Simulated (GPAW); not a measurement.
## Mg/Ir(111): work function by functional and basis

Wanted: work functions and dipole of Mg/Ir(111), with the cost of each level.

Method: GPAW, PAW setups; slab in vacuum, relaxation, in the first sound run; inputs show where later runs differ, in GPAW 26.7.0.

## 1. Starting point

The cell holds 5 atoms: 4 Ir and 1 Mg. Cell: a = 2.715 Å, b = 2.715 Å, c = 23.612 Å, α = 90.0°, β = 90.0°, γ = 60.0°. Vacuum lies along c.

## 2. Relaxation

The atoms are relaxed first, since the surface dipole, and with it the work function, follows the positions of the outer layers. The lowest 2 atoms are held at bulk positions and keep their forces.

File run.py:

```python
import json
import numpy as np
from ase import Atoms
from ase.constraints import FixAtoms
from ase.optimize import BFGS
from gpaw import GPAW, PW

slab = Atoms(
    ['Ir', 'Ir', 'Ir', 'Ir', 'Mg'],
    positions=[
        [0.00000, 0.00000, 7.00000],
        [1.35765, 0.78384, 9.21703],
        [2.71529, 1.56767, 11.43405],
        [0.00000, 0.00000, 13.65108],
        [0.00000, 0.00000, 16.61208]],
    cell=[[2.71529, 0.0, 0.0], [1.35765, 2.35151, 0.0], [0.0, 0.0, 23.61208]],
    pbc=[True, True, False])

slab.calc = GPAW(mode=PW(400), xc='PBE', kpts={'size': (13, 13, 1), 'gamma': True},
                 occupations={'name': 'fermi-dirac', 'width': 0.1}, nbands='200%',
                 convergence={'density': 1e-05}, maxiter=200,
                 poissonsolver={'dipolelayer': 'xy'},
                 symmetry={'tolerance': 1e-3, 'extra_ids': [1, 1, 0, 0, 0]}, txt='slab.txt')
result = {}
slab.set_constraint(FixAtoms([0, 1]))
path = []
opt = BFGS(slab, maxstep=0.2)
opt.attach(lambda: path.append((slab.get_potential_energy(), slab.positions.tolist(), slab.get_forces().tolist())))
result['relaxed'] = bool(opt.run(fmax=0.03, steps=40))
result['path'] = path
energy = slab.get_potential_energy()
fermi = slab.calc.get_fermi_level()
v = slab.calc.get_electrostatic_potential().mean((0, 1)) - fermi
n = slab.calc.get_pseudo_density().mean((0, 1))
L = slab.cell[2, 2]
z = np.arange(len(v)) * L / len(v)
low, high = slab.positions[:, 2].min(), slab.positions[:, 2].max()
below, above = np.interp([low - 4.8, high + 4.8], z, v)
slopes = [np.interp(x, z, np.gradient(v, z)) for x in (low - 4.8, high + 4.8)]
eps = np.array([[slab.calc.get_eigenvalues(k, s) for k in range(len(slab.calc.get_ibz_k_points()))]
                for s in range(slab.calc.get_number_of_spins())]) - fermi
top, bottom = eps[eps < 0].max(), eps[eps > 0].min()
dipole = slab.get_dipole_moment()[2]
print(f'energy {energy:.4f} eV, Fermi level {fermi:.4f} eV, dipole {dipole:.5f} e A')
print(f'potential 4.8 A off the faces, from the Fermi level: lower {below:.4f} eV, upper {above:.4f} eV')
print(f'slope of the potential there: lower {slopes[0]:.5f}, upper {slopes[1]:.5f} eV/A')
print(f'nearest levels on the mesh: {top:.4f} and {bottom:.4f} eV')
print('magnetic moment', round(slab.get_magnetic_moment(), 3))
result.update(energy=energy, fermi=fermi, dipole=dipole, below=below, above=above, slopes=slopes, edges=[top, bottom],
              z=z.tolist(), v=v.tolist(), n=n.tolist(), positions=slab.positions.tolist(),
              forces=slab.get_forces(apply_constraint=False).tolist(), moments=slab.get_magnetic_moments().tolist())
json.dump(result, open('result.json', 'w'))
```

Launch:

```sh
$ OMP_NUM_THREADS=1 OPENBLAS_NUM_THREADS=1 python run.py
```

Log:

```text
Step          Energy          fmax
BFGS:    0      -37.128631        0.529838
BFGS:    1      -37.136300        0.518586
BFGS:    2      -37.187651        0.447431
BFGS:    3      -37.192124        0.315392
BFGS:    4      -37.200999        0.238743
BFGS:    5      -37.204771        0.214213
BFGS:    6      -37.206838        0.266988
BFGS:    7      -37.209504        0.278877
BFGS:    8      -37.215507        0.236849
BFGS:    9      -37.221005        0.105748
BFGS:   10      -37.222421        0.028331
energy -37.1444 eV, Fermi level 3.7890 eV, dipole 0.05593 e A
potential 4.8 A off the faces, from the Fermi level: lower 5.4934 eV, upper 3.9123 eV
slope of the potential there: lower -0.00050, upper 0.00120 eV/A
nearest levels on the mesh: -0.0334 and 0.0122 eV
magnetic moment 0.0
```

Run time: 21 min. Hardware: 1 thread of Arm Neoverse V2, shared host; peak memory 0.24 GiB.

Relaxation path:

```csv
step,energy less that of the first step (eV),largest force (eV/Å)
1,0.0000,0.5298
2,-0.0077,0.5186
3,-0.0594,0.4474
4,-0.0640,0.3154
5,-0.0733,0.2387
6,-0.0773,0.2142
7,-0.0796,0.2670
8,-0.0825,0.2789
9,-0.0889,0.2368
10,-0.0948,0.1057
11,-0.0963,0.0283
```

The atoms that moved most (Å):

```csv
atom,dx,dy,dz,length
Mg5,0.000,0.000,-0.281,0.281
Ir4,0.000,0.000,0.016,0.016
```

Final coordinates:

```xyz
5
Lattice="2.7153 0.0000 0.0000 1.3576 2.3515 0.0000 0.0000 0.0000 23.6121" Properties=species:S:1:pos:R:3
Ir    0.0000    0.0000    7.0000
Ir    1.3576    0.7838    9.2170
Ir    2.7153    1.5677   11.4366
Ir    0.0000    0.0000   13.6667
Mg    0.0000    0.0000   16.3307
```

This step gave:

* dipole along the normal: 0.05593 e·Å
* levels nearest the Fermi level on the mesh: -0.03341, 0.01224 eV from the Fermi level
* upper work function: 3.912 eV
* lower work function: 5.493 eV

Electrostatic potential energy of an electron (without an applied field's), less the Fermi level, planar mean against z:

```csv
z (Å),"electrostatic potential energy of an electron (without an applied field's), less the Fermi level, planar mean (eV)"
0.0,4.70
0.5,5.49
1.0,5.49
1.5,5.49
2.0,5.49
2.5,5.49
3.0,5.49
3.5,5.49
4.0,5.47
4.5,5.40
5.0,5.14
5.5,4.11
6.0,0.0390
6.5,-14.5
7.0,-30.6
7.5,-15.0
8.0,-2.15
8.5,-7.58
9.0,-27.3
9.5,-24.9
10.0,-5.82
10.5,-3.13
11.0,-18.2
11.5,-30.9
12.0,-12.8
12.5,-1.91
13.0,-8.65
13.5,-28.5
14.0,-22.1
14.5,-3.35
15.0,1.62
15.5,-1.64
16.0,-10.6
16.5,-13.5
17.0,-4.27
17.5,0.925
18.0,2.94
18.5,3.62
19.0,3.83
19.5,3.89
20.0,3.91
20.5,3.91
21.0,3.91
21.5,3.91
22.0,3.91
22.5,3.91
23.0,3.91
23.5,4.44
```

The pseudo valence density, planar mean oscillates, so the rows of the table below give means over windows of 2.32 Å about each position, cut where the curve ends. Its maxima inside the range that stand out by 2 % of the span (Å: e/Å³): 7.0: 2.26, 9.3: 2.25, 11.4: 2.26, 13.7: 2.26, 16.2: 2.00. Its minima: 8.2: 0.393, 10.3: 0.379, 12.4: 0.382, 15.4: 0.127.

Pseudo valence density, planar mean against z; means over each step:

z (Å), pseudo valence density, planar mean (e/Å³) and a bar:
```
     1.16       0.00 
     3.48       0.00 
     5.80       0.47 #############
     8.12       1.11 ##############################
    10.44       1.10 ##############################
    12.76       1.08 #############################
    15.08       0.55 ###############
    17.40       0.41 ###########
    19.72       0.00 
    22.04       0.00
```

The relaxation lowered the energy of the cell by 0.0963 eV (energies extrapolated to zero smearing; the optimiser's log prints free energies). The largest force left on a free atom is 0.028 eV/Å.

## 3. Plane waves, PBE

The work function is the vacuum plateau of the electrostatic potential less the Fermi level; a dipole layer lets the two faces have plateaus of their own.

This step: GPAW, PAW setups; slab in vacuum (GPAW 26.7.0).

Changes to run.py since step 2:

```diff
@@ -3,4 +3,2 @@
 from ase import Atoms
-from ase.constraints import FixAtoms
-from ase.optimize import BFGS
 from gpaw import GPAW, PW
@@ -12,5 +10,5 @@
         [1.35765, 0.78384, 9.21703],
-        [2.71529, 1.56767, 11.43405],
-        [0.00000, 0.00000, 13.65108],
-        [0.00000, 0.00000, 16.61208]],
+        [2.71529, 1.56767, 11.43660],
+        [-0.00000, 0.00000, 13.66671],
+        [-0.00000, 0.00000, 16.33069]],
     cell=[[2.71529, 0.0, 0.0], [1.35765, 2.35151, 0.0], [0.0, 0.0, 23.61208]],
@@ -22,10 +20,4 @@
                  poissonsolver={'dipolelayer': 'xy'},
-                 symmetry={'tolerance': 1e-3, 'extra_ids': [1, 1, 0, 0, 0]}, txt='slab.txt')
+                 symmetry={'tolerance': 1e-3}, txt='slab.txt')
 result = {}
-slab.set_constraint(FixAtoms([0, 1]))
-path = []
-opt = BFGS(slab, maxstep=0.2)
-opt.attach(lambda: path.append((slab.get_potential_energy(), slab.positions.tolist(), slab.get_forces().tolist())))
-result['relaxed'] = bool(opt.run(fmax=0.03, steps=40))
-result['path'] = path
 energy = slab.get_potential_energy()
```

Log:

```text
energy -37.1444 eV, Fermi level 3.7890 eV, dipole 0.05598 e A
potential 4.8 A off the faces, from the Fermi level: lower 5.4935 eV, upper 3.9125 eV
slope of the potential there: lower -0.00052, upper 0.00121 eV/A
nearest levels on the mesh: -0.0334 and 0.0122 eV
magnetic moment 0.0
```

It took 2.1 min on 1 thread; peak memory 0.24 GiB.

This step gave:

| Quantity | Value |
| --- | --- |
| dipole along the normal | 0.05598 e·Å |
| levels nearest the Fermi level on the mesh | -0.03343, 0.01225 eV from the Fermi level |
| upper work function | 3.913 eV |
| lower work function | 5.494 eV |

Table of electrostatic potential energy of an electron (without an applied field's), less the Fermi level, planar mean by z:

```csv
z (Å),"electrostatic potential energy of an electron (without an applied field's), less the Fermi level, planar mean (eV)"
0.0,4.70
0.5,5.49
1.0,5.49
1.5,5.49
2.0,5.49
2.5,5.49
3.0,5.49
3.5,5.49
4.0,5.47
4.5,5.40
5.0,5.14
5.5,4.11
6.0,0.0389
6.5,-14.5
7.0,-30.6
7.5,-15.0
8.0,-2.15
8.5,-7.58
9.0,-27.3
9.5,-24.9
10.0,-5.82
10.5,-3.13
11.0,-18.2
11.5,-30.9
12.0,-12.8
12.5,-1.91
13.0,-8.65
13.5,-28.5
14.0,-22.1
14.5,-3.35
15.0,1.62
15.5,-1.64
16.0,-10.6
16.5,-13.5
17.0,-4.27
17.5,0.925
18.0,2.94
18.5,3.62
19.0,3.83
19.5,3.89
20.0,3.91
20.5,3.91
21.0,3.91
21.5,3.91
22.0,3.91
22.5,3.91
23.0,3.91
23.5,4.44
```

The pseudo valence density, planar mean oscillates, so the rows of the table below give means over windows of 2.32 Å about each position, cut where the curve ends. Its maxima inside the range that stand out by 2 % of the span (Å: e/Å³): 7.0: 2.26, 9.3: 2.25, 11.4: 2.26, 13.7: 2.26, 16.2: 2.00. Its minima: 8.2: 0.393, 10.3: 0.379, 12.4: 0.382, 15.4: 0.127.

Pseudo valence density, planar mean against z; means over each step:

```csv
z (Å),"pseudo valence density, planar mean (e/Å³)"
1.16,0
3.48,8.7e-4
5.80,0.469
8.12,1.11
10.44,1.10
12.76,1.08
15.08,0.547
17.40,0.413
19.72,0.00150
22.04,4.7e-6
```

Force by atom:

```csv
atom,x (eV/Å),y (eV/Å),z (eV/Å),size
Ir1,0.000,0.000,0.195,0.195
Ir2,0.000,0.000,-0.190,0.190
Ir3,0.000,0.000,-0.014,0.014
Ir4,0.000,0.000,-0.020,0.020
Mg5,0.000,0.000,0.029,0.029
```

The potential is flat to 0.001 eV/Å where it is read, so the vacuum is wide enough.

## 4. Self-consistent run: xc = "RPBE"

The same geometry under RPBE, to see how far the functional moves the levels against the vacuum.

Changes to run.py since step 3:

```diff
@@ -16,3 +16,3 @@
 
-slab.calc = GPAW(mode=PW(400), xc='PBE', kpts={'size': (13, 13, 1), 'gamma': True},
+slab.calc = GPAW(mode=PW(400), xc='RPBE', kpts={'size': (13, 13, 1), 'gamma': True},
                  occupations={'name': 'fermi-dirac', 'width': 0.1}, nbands='200%',
```

Log:

```text
energy -34.5071 eV, Fermi level 3.8820 eV, dipole 0.05290 e A
potential 4.8 A off the faces, from the Fermi level: lower 5.3437 eV, upper 3.8499 eV
slope of the potential there: lower -0.00056, upper 0.00130 eV/A
nearest levels on the mesh: -0.0341 and 0.0181 eV
magnetic moment 0.0
```

It took 2.5 min on 1 thread; peak memory 0.24 GiB.

This step gave:

```yaml
dipole_along_the_normal: 0.05290 e·Å
levels_nearest_the_fermi_level_on_the_mesh: -0.03407, 0.01808 eV from the Fermi level
upper_work_function: 3.850 eV
lower_work_function: 5.344 eV
```

The electrostatic potential energy of an electron (without an applied field's), less the Fermi level, planar mean oscillates, so the rows of the table below give means over windows of 2.21 Å about each position, cut where the curve ends. Its maxima inside the range that stand out by 2 % of the span (Å: eV): 1.6: 5.34, 8.1: -1.87, 10.3: -2.09, 12.5: -1.79, 15.0: 1.54. Its minima: 7.0: -30.7, 9.2: -31.3, 11.4: -31.2, 13.7: -30.9, 16.3: -15.0.

Table of electrostatic potential energy of an electron (without an applied field's), less the Fermi level, planar mean by z; means over each step:

```csv
z (Å),"electrostatic potential energy of an electron (without an applied field's), less the Fermi level, planar mean (eV)"
1.10,5.28
3.31,5.33
5.53,0.528
7.73,-14.6
9.95,-15.0
12.16,-14.7
14.37,-11.6
16.57,-6.70
18.79,3.46
21.00,3.85
23.21,3.90
```

The pseudo valence density, planar mean oscillates, so the rows of the table below give means over windows of 2.32 Å about each position, cut where the curve ends. Its maxima inside the range that stand out by 2 % of the span (Å: e/Å³): 7.0: 2.26, 9.3: 2.25, 11.4: 2.26, 13.7: 2.26, 16.2: 2.00. Its minima: 8.2: 0.393, 10.3: 0.378, 12.4: 0.381, 15.4: 0.127.

Pseudo valence density, planar mean against z; means over each step:

```csv
z (Å),"pseudo valence density, planar mean (e/Å³)"
1.16,0
3.48,8.7e-4
5.80,0.469
8.12,1.11
10.44,1.10
12.76,1.08
15.08,0.547
17.40,0.414
19.72,0.00150
22.04,5.1e-6
```

Force by atom:

```csv
atom,x (eV/Å),y (eV/Å),z (eV/Å),size
Ir1,0.000,0.000,-0.004,0.004
Ir2,0.000,0.000,-0.184,0.184
Ir3,0.000,0.000,-0.016,0.016
Ir4,0.000,0.000,0.082,0.082
Mg5,0.000,0.000,0.120,0.120
```

The upper face's work function is 3.850 eV, against 3.913 eV in the first plane-wave PBE run at this geometry.

## 5. OptPBE vdW: xc = "optPBE-vdW"

The same geometry under optPBE-vdW, to see how far the functional moves the levels against the vacuum (the van der Waals functionals take revPBE setups).

Changes to run.py since step 4:

```diff
@@ -16,3 +16,3 @@
 
-slab.calc = GPAW(mode=PW(400), xc='RPBE', kpts={'size': (13, 13, 1), 'gamma': True},
+slab.calc = GPAW(mode=PW(400), xc='optPBE-vdW', kpts={'size': (13, 13, 1), 'gamma': True},
                  occupations={'name': 'fermi-dirac', 'width': 0.1}, nbands='200%',
```

Log:

```text
energy -107.2561 eV, Fermi level 3.7187 eV, dipole 0.05814 e A
potential 4.8 A off the faces, from the Fermi level: lower 5.6448 eV, upper 4.0023 eV
slope of the potential there: lower -0.00078, upper 0.00198 eV/A
nearest levels on the mesh: -0.0393 and 0.0379 eV
magnetic moment 0.0
```

The job ended after 2.4 min (1 thread; peak memory 0.36 GiB).

Numbers from this step:

| Property | Result |
| --- | --- |
| dipole along the normal | 0.05814 e·Å |
| levels nearest the Fermi level on the mesh | -0.03929, 0.03790 eV from the Fermi level |
| upper work function | 4.002 eV |
| lower work function | 5.645 eV |

The electrostatic potential energy of an electron (without an applied field's), less the Fermi level, planar mean oscillates, so the rows of the table below give means over windows of 2.21 Å about each position, cut where the curve ends. Its maxima inside the range that stand out by 2 % of the span (Å: eV): 1.6: 5.65, 8.1: -1.86, 10.3: -2.08, 12.5: -1.78, 15.0: 1.57. Its minima: 7.0: -30.5, 9.2: -31.1, 11.4: -31.0, 13.7: -30.7, 16.3: -14.9.

Electrostatic potential energy of an electron (without an applied field's), less the Fermi level, planar mean against z; means over each step:

```csv
z (Å),"electrostatic potential energy of an electron (without an applied field's), less the Fermi level, planar mean (eV)"
1.10,5.58
3.31,5.63
5.53,0.720
7.73,-14.5
9.95,-14.9
12.16,-14.6
14.37,-11.5
16.57,-6.58
18.79,3.57
21.00,4.00
23.21,4.06
```

The upper face's work function is 4.002 eV, against 3.913 eV in the first plane-wave PBE run at this geometry.

## 6. Self-consistent run: xc = "LDA"

The same geometry under LDA, to see how far the functional moves the levels against the vacuum.

Changes to run.py since step 5:

```diff
@@ -16,3 +16,3 @@
 
-slab.calc = GPAW(mode=PW(400), xc='optPBE-vdW', kpts={'size': (13, 13, 1), 'gamma': True},
+slab.calc = GPAW(mode=PW(400), xc='LDA', kpts={'size': (13, 13, 1), 'gamma': True},
                  occupations={'name': 'fermi-dirac', 'width': 0.1}, nbands='200%',
```

Log:

```text
energy -43.0580 eV, Fermi level 3.5094 eV, dipole 0.06364 e A
potential 4.8 A off the faces, from the Fermi level: lower 5.8469 eV, upper 4.0486 eV
slope of the potential there: lower -0.00044, upper 0.00116 eV/A
nearest levels on the mesh: -0.0306 and 0.0086 eV
magnetic moment 0.0
```

It took 2.2 min on 1 thread; peak memory 0.24 GiB.

This step gave:

```
dipole along the normal                    : 0.06364 e·Å
levels nearest the Fermi level on the mesh : -0.03063, 0.008619 eV from the Fermi level
upper work function                        : 4.049 eV
lower work function                        : 5.847 eV
```

The upper face's work function is 4.049 eV, against 3.913 eV in the first plane-wave PBE run at this geometry.

## 7. Self-consistent run: xc = "revPBE"

The same geometry under revPBE, to see how far the functional moves the levels against the vacuum.

Changes to run.py since step 6:

```diff
@@ -16,3 +16,3 @@
 
-slab.calc = GPAW(mode=PW(400), xc='LDA', kpts={'size': (13, 13, 1), 'gamma': True},
+slab.calc = GPAW(mode=PW(400), xc='revPBE', kpts={'size': (13, 13, 1), 'gamma': True},
                  occupations={'name': 'fermi-dirac', 'width': 0.1}, nbands='200%',
```

Log:

```text
energy -34.9923 eV, Fermi level 3.8652 eV, dipole 0.05351 e A
potential 4.8 A off the faces, from the Fermi level: lower 5.3628 eV, upper 3.8517 eV
slope of the potential there: lower -0.00059, upper 0.00126 eV/A
nearest levels on the mesh: -0.0339 and 0.0171 eV
magnetic moment 0.0
```

It took 2.4 min on 1 thread; peak memory 0.24 GiB.

This step gave:

```
dipole along the normal                    : 0.05351 e·Å
levels nearest the Fermi level on the mesh : -0.03386, 0.01709 eV from the Fermi level
upper work function                        : 3.852 eV
lower work function                        : 5.363 eV
```

Table of electrostatic potential energy of an electron (without an applied field's), less the Fermi level, planar mean by z:

z (Å), electrostatic potential energy of an electron (without an applied field's), less the Fermi level, planar mean (eV) and a bar from the least value:
```
      0.0        4.6 #############################
      0.5        5.4 ##############################
      1.0        5.4 ##############################
      1.5        5.4 ##############################
      2.0        5.4 ##############################
      2.5        5.4 ##############################
      3.0        5.4 ##############################
      3.5        5.4 ##############################
      4.0        5.3 ##############################
      4.5        5.3 ##############################
      5.0        5.0 ##############################
      5.5        4.0 #############################
      6.0        0.0 ##########################
      6.5      -14.6 ##############
      7.0      -30.7 
      7.5      -15.0 #############
      8.0       -2.2 ########################
      8.5       -7.6 ###################
      9.0      -27.3 ###
      9.5      -24.9 #####
     10.0       -5.9 #####################
     10.5       -3.2 #######################
     11.0      -18.2 ###########
     11.5      -31.0 
     12.0      -12.9 ###############
     12.5       -2.0 ########################
     13.0       -8.7 ##################
     13.5      -28.5 ##
     14.0      -22.1 #######
     14.5       -3.4 #######################
     15.0        1.5 ###########################
     15.5       -1.7 ########################
     16.0      -10.7 #################
     16.5      -13.6 ##############
     17.0       -4.4 ######################
     17.5        0.9 ##########################
     18.0        2.9 ############################
     18.5        3.6 #############################
     19.0        3.8 #############################
     19.5        3.8 #############################
     20.0        3.8 #############################
     20.5        3.8 #############################
     21.0        3.9 #############################
     21.5        3.9 #############################
     22.0        3.9 #############################
     22.5        3.9 #############################
     23.0        3.9 #############################
     23.5        4.4 #############################
```

The upper face's work function is 3.852 eV, against 3.913 eV in the first plane-wave PBE run at this geometry.

(Continued in part 2 of 2.)

[Logs are printed without paths, hosts, clocks, repeated set-up lines and the standing remarks that a program may print on its own settings, such as how far it seeks lower states.]

[Hosts, paths, dates, database ids (printed as entryN), source tags and the programs' standing remarks are cut or masked in the printed files.]
